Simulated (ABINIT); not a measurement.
# Quasiparticle gap of LaAlH6 (R-3m) in ABINIT

How does a plane-wave GW calculation on LaAlH6 (R-3m) run from the first input to the gap?

Main program and level: ABINIT 10.8.3; PBEsol and many-body steps on it, plane waves.

### Step 1. Starting point

The structure is trigonal, space group R-3m (No. 166). The conventional cell has a = 6.516 Å, b = 6.516 Å, c = 6.291 Å, α = 90.00°, β = 90.00°, γ = 120.00°. Nearest to La lie 12 H at 2.44 Å. Al has 6 H at 1.72 Å nearest. Nearest to H lie 1 Al at 1.72 Å and 5 H at 2.29 to 2.44 Å and 2 La at 2.44 Å. Farther neighbours, and contacts between anions beyond the nearest, are not listed.

The cell and positions are those that the Materials Project relaxed with its own functionals (PBE, PBE+U or r2SCAN), kept fixed.

### Step 2. Ground state

This step: ABINIT 10.8.3; DFT, PBEsol, plane waves, norm-conserving pseudopotentials.

The ground-state density comes first.

run.abi reads:

```
acell 3*1.0 Angstrom
rprim 
  3.258000458606 1.881007441796 2.097130288200
  -3.258000458606 1.881007441796 2.097130288200
  -0.000000000000 -3.762014883593 2.097130288200
ntypat 3
znucl 57 13 1
natom 8
typat 1 2 3 3 3 3 3 3
xred 
  0.500000000000 0.500000000000 0.500000000000
  0.000000000000 0.000000000000 0.000000000000
  0.939950120000 0.291822870000 0.291822870000
  0.291822870000 0.939950120000 0.291822870000
  0.291822870000 0.291822870000 0.939950120000
  0.060049880000 0.708177130000 0.708177130000
  0.708177130000 0.060049880000 0.708177130000
  0.708177130000 0.708177130000 0.060049880000
pp_dirpath "pseudos"
pseudos "La.upf, Al.upf, H.upf"
ecut 50
ngkpt 6 6 6
nshiftk 1
shiftk 0 0 0
kptopt 1
chksymbreak 0
nband 18
occopt 1
tolvrs 1e-10
nstep 60
prtwf 0
optforces 0
optstress 0
indata_prefix "in"
outdata_prefix "out"
tmpdata_prefix "tmp"
```

Command:

```
> OMP_NUM_THREADS=1 mpirun -n 4 abinit run.abi > log
```

The log of the run:

```text
.Version 10.8.3 of ABINIT. v10.8.2 released Aug 2026.

 Symmetries : space group R-3 m (#166); Bravais hR (rhombohedral)
================================================================================
 Values of the parameters that define the memory need of the present run
     intxc =       0    ionmov =       0      iscf =       7    lmnmax =       8
     lnmax =       8     mgfft =      54  mpssoang =       4    mqgrid =    3001
     natom =       8  nloc_mem =       1    nspden =       1   nspinor =       1
    nsppol =       1      nsym =      12    n1xccc =    2501    ntypat =       3
    occopt =       1   xclevel =       2
-    mband =          18        mffmem =           1         mkmem =           8
       mpw =        8823          nfft =      157464          nkpt =          32
================================================================================
  Rough estimation (10% accuracy) of disk space for files :
================================================================================

--------------------------------------------------------------------------------
------------- Echo of variables that govern the present computation ------------
--------------------------------------------------------------------------------
 -outvars: echo values of preprocessed input variables --------
            acell      1.8897261259E+00  1.8897261259E+00  1.8897261259E+00 Bohr

      chksymbreak           0
             ecut      5.00000000E+01 Hartree
-          fftalg         312

              ixc     -116133
              kpt      0.00000000E+00  0.00000000E+00  0.00000000E+00
                       1.66666667E-01  0.00000000E+00  0.00000000E+00
                       3.33333333E-01  0.00000000E+00  0.00000000E+00
                       5.00000000E-01  0.00000000E+00  0.00000000E+00
                       1.66666667E-01  1.66666667E-01  0.00000000E+00
                       3.33333333E-01  1.66666667E-01  0.00000000E+00
                       5.00000000E-01  1.66666667E-01  0.00000000E+00
                      -3.33333333E-01  1.66666667E-01  0.00000000E+00
                      -1.66666667E-01  1.66666667E-01  0.00000000E+00
   [... 21 further rows ...]
                      -3.33333333E-01  5.00000000E-01  3.33333333E-01
                       5.00000000E-01  5.00000000E-01  5.00000000E-01
         kptrlatt        6    0    0      0    6    0      0    0    6
          kptrlen      4.88349112E+01
P           mkmem           8
            natom           8
            nband          18
            ngfft          54      54      54
             nkpt          32
            nstep          60
             nsym          12
           ntypat           3
              occ      2.000000  2.000000  2.000000  2.000000  2.000000  2.000000
                       2.000000  2.000000  2.000000  2.000000  0.000000  0.000000
                       0.000000  0.000000  0.000000  0.000000  0.000000  0.000000
        optforces           0
        optstress           0
            prtwf           0
            rprim      3.2580004586E+00  1.8810074418E+00  2.0971302882E+00
[...]
spgroup         166

           tolvrs      1.00000000E-10

             xred      5.0000000000E-01  5.0000000000E-01  5.0000000000E-01
[...]
znucl       57.00000   13.00000    1.00000

================================================================================

 chkinp: Checking input parameters for consistency.

================================================================================
== DATASET  1 ==================================================================
-   mpi_nproc: 4, omp_nthreads: 1 (-1 if OMP is not activated)

--- !DatasetInfo
iteration_state: {dtset: 1, }
dimensions: {natom: 8, nkpt: 32, mband: 18, nsppol: 1, nspinor: 1, nspden: 1, mpw: 8823, }
cutoff_energies: {ecut:  50.0, pawecutdg:  -1.0, }
electrons: {nelect:   2.00000000E+01, charge:   0.00000000E+00, occopt:   1.00000000E+00, tsmear:   1.00000000E-02, }

 Real(R)+Recip(G) space primitive vectors, cartesian coordinates (Bohr,Bohr^-1):
 R(1)=  6.1567286  3.5545889  3.9630019  G(1)=  0.0812120  0.0468877  0.0841113
 R(2)= -6.1567286  3.5545889  3.9630019  G(2)= -0.0812120  0.0468877  0.0841113
 R(3)=  0.0000000 -7.1091778  3.9630019  G(3)=  0.0000000 -0.0937755  0.0841113
 Unit cell volume ucvol=  5.2037320E+02 bohr^3
 Angles (23,13,12)=  9.83015991E+01  9.83015991E+01  9.83015991E+01 degrees

 getcut: wavevector=  0.0000  0.0000  0.0000  ngfft=  54  54  54
         ecut(hartree)=     50.000   => boxcut(ratio)=   2.08436

--- Pseudopotential description ------------------------------------------------
- La Generated using ONCVPSP code by D. R. Hamann
- 57.00000  11.00000  180301                  znucl, zion, pspdat
12 -116133 3 -1 1812                          pspcod,pspxc,lmax,lloc,mmax
     nproj     2     2     2     2
  pspatm : epsatm=   29.08531999
         --- l  ekb(1:nproj) -->
[...]
pspatm: atomic psp has been read  and splines computed

- Al Generated using ONCVPSP code by D. R. Hamann
- 13.00000   3.00000  180301                  znucl, zion, pspdat
12 -116133 2 -1 1876                          pspcod,pspxc,lmax,lloc,mmax
     nproj     2     2     2     0
  pspatm : epsatm=    0.68509285
         --- l  ekb(1:nproj) -->
[...]
pspatm: atomic psp has been read  and splines computed

- H Generated using ONCVPSP code by D. R. Hamann
-  1.00000   1.00000  180301                  znucl, zion, pspdat
12 -116133 1 -1 1180                          pspcod,pspxc,lmax,lloc,mmax
     nproj     2     1     0     0
  pspatm : epsatm=    0.35585368
         --- l  ekb(1:nproj) -->
[...]
1   -0.494138
 pspatm: atomic psp has been read  and splines computed

   6.38110698E+02                                ecore*ucvol(ha*bohr**3)
--------------------------------------------------------------------------------

_setup2: Arith. and geom. avg. npw (full set) are    8787.931    8787.917

================================================================================

--- !BeginCycle
iteration_state: {dtset: 1, }
solver: {iscf: 7, nstep: 60, nline: 4, wfoptalg: 0, }
tolerances: {tolvrs: 1.00E-10, }

     iter   Etot(hartree)      deltaE(h)  residm     vres2
 ETOT  1  -40.902684    -4.090E+01 5.523E-02 3.025E+02
 ETOT  2  -40.981702    -7.902E-02 8.184E-02 1.380E+01
 ETOT  3  -40.984649    -2.946E-03 8.194E-02 2.443E+00
 ETOT  4  -40.985500    -8.514E-04 3.652E-02 6.504E-02
 ETOT  5  -40.985767    -2.670E-04 6.072E-02 4.521E-01
 ETOT  6  -40.985900    -1.332E-04 3.700E-02 1.819E-01
 ETOT  7  -40.985921    -2.097E-05 8.150E-02 3.377E-01
 ETOT  8  -40.985934    -1.281E-05 2.553E-02 3.540E-01
 ETOT  9  -40.985964    -2.991E-05 2.802E-02 2.925E-03
 ETOT 10  -40.985967    -3.154E-06 1.099E-02 1.684E-03
[...]
ETOT 22  -40.985969    -5.863E-11 6.178E-03 1.528E-08
 ETOT 23  -40.985969    -2.105E-11 3.744E-03 8.758E-09
 ETOT 24  -40.985969    -1.068E-11 5.020E-03 2.482E-09
 ETOT 25  -40.985969    -2.743E-12 5.581E-03 2.727E-10
 ETOT 26  -40.985969    -2.963E-12 4.026E-03 9.010E-11

 At SCF step   26       vres2   =  9.01E-11 < tolvrs=  1.00E-10 =>converged.

--- !ResultsGS
iteration_state: {dtset: 1, }
comment   : Summary of ground state results
lattice_vectors:
- [  6.1567286,   3.5545889,   3.9630019, ]
- [ -6.1567286,   3.5545889,   3.9630019, ]
- [ -0.0000000,  -7.1091778,   3.9630019, ]
lattice_lengths: [   8.13915,    8.13915,    8.13915, ]
lattice_angles: [ 98.302,  98.302,  98.302, ] # degrees, (23, 13, 12)
lattice_volume:   5.2037320E+02
convergence: {deltae: -2.963E-12, res2:  9.010E-11, residm:  4.026E-03, diffor:  0.000E+00, }
etotal    :  -4.09859689E+01
entropy   :   0.00000000E+00
fermie    :   1.37704374E-01
cartesian_stress_tensor: null
pressure_GPa: null
xred      :
- [  5.0000E-01,   5.0000E-01,   5.0000E-01, La]
- [  0.0000E+00,   0.0000E+00,   0.0000E+00, Al]
- [  9.3995E-01,   2.9182E-01,   2.9182E-01,  H]
- [  2.9182E-01,   9.3995E-01,   2.9182E-01,  H]
- [  2.9182E-01,   2.9182E-01,   9.3995E-01,  H]
- [  6.0050E-02,   7.0818E-01,   7.0818E-01,  H]
- [  7.0818E-01,   6.0050E-02,   7.0818E-01,  H]
- [  7.0818E-01,   7.0818E-01,   6.0050E-02,  H]
cartesian_forces: null
force_length_stats: {min: null, max: null, mean: null, }

 Integrated electronic density in atomic spheres:
 ------------------------------------------------
 Atom  Sphere_radius  Integrated_density
[...]
================================================================================

 ----iterations are completed or convergence reached----

 Mean square residual over all n,k,spin=   48.416E-06; max=  40.265E-04
 reduced coordinates (array xred) for    8 atoms
[...]
0.291823      0.939950      0.291823
       0.291823      0.291823      0.939950
       0.060050      0.708177      0.708177
       0.708177      0.060050      0.708177
       0.708177      0.708177      0.060050
 rms dE/dt=  0.0000E+00; max dE/dt=  0.0000E+00; dE/dt below (all hartree)
    1       0.000000      0.000000      0.000000
    2       0.000000      0.000000      0.000000
    3       0.000000      0.000000      0.000000
    4       0.000000      0.000000      0.000000
    5       0.000000      0.000000      0.000000
    6       0.000000      0.000000      0.000000
    7       0.000000      0.000000      0.000000
    8       0.000000      0.000000      0.000000

 cartesian coordinates (angstrom) at end:
    1      0.000000    -5e-13     3.145695
    2      0.000000     0.000000     0.000000
    3      2.111599     1.219132     3.195179
    4     -2.111599     1.219132     3.195179
    5     -0.000000    -2.438264     3.195179
    6     -2.111599    -1.219132     3.096212
    7      2.111599    -1.219132     3.096212
    8      0.000000     2.438264     3.096212
 length scales=  1.889726  1.889726  1.889726 bohr
              =  1.000000  1.000000  1.000000 angstroms
 prteigrs : about to open file out_EIG
 Fermi (or HOMO) energy (hartree) =   0.13770   Average Vxc (hartree)=  -0.35684
 Eigenvalues (hartree) for nkpt=  32  k points:
 kpt#   1, nband= 18, wtk=  0.00463, kpt=  0.0000  0.0000  0.0000 (reduced coord)
  -1.00644   -0.41264   -0.40327   -0.40327   -0.14945    0.05403    0.05403    0.07225
   0.07225    0.07624    0.22231    0.26524    0.26965    0.27233    0.27507    0.27632
   0.27633    0.28283
 prteigrs : prtvol=0 or 1, do not print more k-points.

--- !EnergyTerms
iteration_state     : {dtset: 1, }
comment             : Components of total free energy in Hartree
kinetic             :  1.288072E+01
hartree             :  5.050208E+00
xc                  : -1.152986E+01
Ewald energy        : -3.155447E+01
psp_core            :  1.226256E+00
local_psp           : -2.054685E+01
non_local_psp       :  3.488021E+00
total_energy        : -4.098597E+01
total_energy_eV     : -1.115285E+03
band_energy         : -4.133391E+00

== END DATASET(S) ==============================================================
================================================================================

 -outvars: echo values of variables after computation  --------
           etotal     -4.0985968897E+01
            nband          18
             nkpt          32
          spgroup         166
 [... the other variables as echoed above ...]

 Calculation completed.
```

The job ended after 2.4 min (4 MPI ranks of Intel Xeon Platinum 8223CL at 3.00GHz (Skylake/Cascade Lake), shared host; peak memory 0.49 GiB).

This step gave:

```yaml
total_energy: -1115.2850 eV
gap: 2.302 eV
k_of_the_valence_top: 0.5, 0, 0
k_of_the_conduction_bottom: 0, 0, 0
least_direct_gap: 2.916 eV
```

The gap is indirect, with the least direct gap 0.61 eV higher.

### Step 3. Empty states on the mesh, 2×2×2 mesh, 67 bands

The sums over transitions need many empty states on a uniform mesh; this step solves for them.

run.abi, as its differences from that of step 2:

```diff
@@ -21,3 +21,3 @@
 ecut 50
-ngkpt 6 6 6
+ngkpt 2 2 2
 nshiftk 1
@@ -26,9 +26,10 @@
 chksymbreak 0
-nband 18
-occopt 1
-tolvrs 1e-10
+iscf -2
+irdden 1
+istwfk *1
+nband 67
+nbdbuf 6
+tolwfr 1e-09
 nstep 60
-prtwf 0
-optforces 0
-optstress 0
+prtvol 0
 indata_prefix "in"
```

The log of the run:

```text
.Version 10.8.3 of ABINIT. v10.8.2 released Aug 2026.

 Symmetries : space group R-3 m (#166); Bravais hR (rhombohedral)
[... echo of the input left out ...]
== DATASET  1 ==================================================================
-   mpi_nproc: 4, omp_nthreads: 1 (-1 if OMP is not activated)

--- !DatasetInfo
iteration_state: {dtset: 1, }
dimensions: {natom: 8, nkpt: 4, mband: 67, nsppol: 1, nspinor: 1, nspden: 1, mpw: 8790, }
cutoff_energies: {ecut:  50.0, pawecutdg:  -1.0, }
electrons: {nelect:   2.00000000E+01, charge:   0.00000000E+00, occopt:   1.00000000E+00, tsmear:   1.00000000E-02, }

 Real(R)+Recip(G) space primitive vectors, cartesian coordinates (Bohr,Bohr^-1):
 R(1)=  6.1567286  3.5545889  3.9630019  G(1)=  0.0812120  0.0468877  0.0841113
 R(2)= -6.1567286  3.5545889  3.9630019  G(2)= -0.0812120  0.0468877  0.0841113
 R(3)=  0.0000000 -7.1091778  3.9630019  G(3)=  0.0000000 -0.0937755  0.0841113
 Unit cell volume ucvol=  5.2037320E+02 bohr^3
 Angles (23,13,12)=  9.83015991E+01  9.83015991E+01  9.83015991E+01 degrees

 getcut: wavevector=  0.0000  0.0000  0.0000  ngfft=  54  54  54
         ecut(hartree)=     50.000   => boxcut(ratio)=   2.08436

--- Pseudopotential description ------------------------------------------------
- La Generated using ONCVPSP code by D. R. Hamann
- 57.00000  11.00000  180301                  znucl, zion, pspdat
12 -116133 3 -1 1812                          pspcod,pspxc,lmax,lloc,mmax
     nproj     2     2     2     2
  pspatm : epsatm=   29.08531999
         --- l  ekb(1:nproj) -->
             0    6.695600    0.639047
             1    6.383649    1.151322
             2    3.612966    0.847811
[...]
pspatm: atomic psp has been read  and splines computed

- Al Generated using ONCVPSP code by D. R. Hamann
- 13.00000   3.00000  180301                  znucl, zion, pspdat
12 -116133 2 -1 1876                          pspcod,pspxc,lmax,lloc,mmax
     nproj     2     2     2     0
  pspatm : epsatm=    0.68509285
         --- l  ekb(1:nproj) -->
[...]
pspatm: atomic psp has been read  and splines computed

- H Generated using ONCVPSP code by D. R. Hamann
-  1.00000   1.00000  180301                  znucl, zion, pspdat
12 -116133 1 -1 1180                          pspcod,pspxc,lmax,lloc,mmax
     nproj     2     1     0     0
  pspatm : epsatm=    0.35585368
         --- l  ekb(1:nproj) -->
[...]
1   -0.494138
 pspatm: atomic psp has been read  and splines computed

--------------------------------------------------------------------------------

================================================================================
 prteigrs : about to open file out_EIG
 Non-SCF case, kpt    1 (  0.00000  0.00000  0.00000), residuals and eigenvalues=
  6.45E-10  7.39E-10  2.37E-10  5.06E-10  2.41E-10  3.86E-10  6.40E-10  1.09E-10
  4.75E-10  8.47E-11  4.66E-10  3.76E-10  9.40E-10  6.75E-10  7.24E-10  3.90E-10
  6.86E-10  7.25E-10  4.65E-10  6.96E-10  4.11E-10  3.83E-10  9.21E-10  2.38E-10
[...]
-1.0064E+00 -4.1264E-01 -4.0327E-01 -4.0327E-01 -1.4945E-01  5.4033E-02
  5.4033E-02  7.2249E-02  7.2249E-02  7.6236E-02  2.2231E-01  2.6522E-01
  2.6855E-01  2.7075E-01  2.7075E-01  2.7631E-01  2.7631E-01  2.8199E-01
[...]
1.2677E+00  1.2851E+00  1.3125E+00  1.3125E+00  1.3511E+00  1.3511E+00
  1.3880E+00  1.3880E+00  1.4309E+00  1.4309E+00  1.4562E+00  1.4811E+00
  1.4968E+00
 prteigrs : prtvol=0 or 1, do not print more k-points.

--- !ResultsGS
iteration_state: {dtset: 1, }
comment   : Summary of ground state results
lattice_vectors:
- [  6.1567286,   3.5545889,   3.9630019, ]
- [ -6.1567286,   3.5545889,   3.9630019, ]
- [ -0.0000000,  -7.1091778,   3.9630019, ]
lattice_lengths: [   8.13915,    8.13915,    8.13915, ]
lattice_angles: [ 98.302,  98.302,  98.302, ] # degrees, (23, 13, 12)
lattice_volume:   5.2037320E+02
convergence: {deltae:  0.000E+00, res2:  0.000E+00, residm:  9.909E-10, diffor:  0.000E+00, }
etotal    :  -4.09859689E+01
entropy   :   0.00000000E+00
fermie    :   1.37704374E-01
cartesian_stress_tensor: null
pressure_GPa: null
xred      :
- [  5.0000E-01,   5.0000E-01,   5.0000E-01, La]
- [  0.0000E+00,   0.0000E+00,   0.0000E+00, Al]
- [  9.3995E-01,   2.9182E-01,   2.9182E-01,  H]
- [  2.9182E-01,   9.3995E-01,   2.9182E-01,  H]
- [  2.9182E-01,   2.9182E-01,   9.3995E-01,  H]
- [  6.0050E-02,   7.0818E-01,   7.0818E-01,  H]
- [  7.0818E-01,   6.0050E-02,   7.0818E-01,  H]
- [  7.0818E-01,   7.0818E-01,   6.0050E-02,  H]
cartesian_forces: null
force_length_stats: {min: null, max: null, mean: null, }

 Integrated electronic density in atomic spheres:
 ------------------------------------------------
 Atom  Sphere_radius  Integrated_density
[...]
================================================================================

 ----iterations are completed or convergence reached----

 Mean square residual over all n,k,spin=   55.123E-11; max=  99.092E-11
 reduced coordinates (array xred) for    8 atoms
[...]
0.708177      0.708177      0.060050

 cartesian coordinates (angstrom) at end:
    1      0.000000    -5e-13     3.145695
    2      0.000000     0.000000     0.000000
    3      2.111599     1.219132     3.195179
[...]
7      2.111599    -1.219132     3.096212
    8      0.000000     2.438264     3.096212
 length scales=  1.889726  1.889726  1.889726 bohr
              =  1.000000  1.000000  1.000000 angstroms
 prteigrs : about to open file out_EIG
 Eigenvalues (hartree) for nkpt=   4  k points:
 kpt#   1, nband= 67, wtk=  0.12500, kpt=  0.0000  0.0000  0.0000 (reduced coord)
[...]
1.15945    1.15945    1.17554    1.17554    1.20630    1.21835    1.26770    1.28509
   1.31254    1.31254    1.35114    1.35114    1.38802    1.38802    1.43092    1.43093
   1.45620    1.48106    1.49680
 prteigrs : prtvol=0 or 1, do not print more k-points.

== END DATASET(S) ==============================================================
================================================================================

 -outvars: echo values of variables after computation  --------
            nband          67
             nkpt           4
          spgroup         166
 [... the other variables as echoed above ...]

 Calculation completed.
```

Wall time 27 s (4 MPI ranks); peak memory 0.39 GiB; 1.8 min of CPU time.

This step gave:

```yaml
gap: 2.302 eV
k_of_the_valence_top: 0.5, 0, 0
k_of_the_conduction_bottom: 0, 0, 0
least_direct_gap: 3.039 eV
k_points_computed: 4
lowest_point_of_the_top_converged_band_above_the_valence_top: 33.45 eV
```

On this mesh the gap is 2.302 eV.

(Continued in part 2 of 2.)

[Long decimals in the printed logs are rounded to 6 places.]

[Logs are printed without paths, hosts, clocks, repeated set-up lines and the standing remarks that a program may print on its own settings, such as how far it seeks lower states.]

[Paths, hosts, dates, memory and timing lines, banners, echoed tables and standing remarks are left out of the program output; an Ansatz launch command may be rebuilt from the run's recorded settings. Measured values are a selection of at most five: reports struck by readers or far from the other reports are left out. None is set beside runs whose start may be inverted or whose files or cutoffs have a known fault.]

[Runs of the session that timed out or met a known fault of the program may be left out.]

[Hosts, paths, dates, database ids (printed as entryN), source tags and the programs' standing remarks are cut or masked in the printed files.]

[G0W0 gaps are taken among the corrected bands and points alone; a level outside them can change the order at an edge.]

[Where Ansatz stands beside ABINIT at settings called matched, ABINIT's density can come from a denser mesh and the files from another edition; pairs whose starting gaps differed by over 0.03 eV were left out, so agreement reads better than it is.]
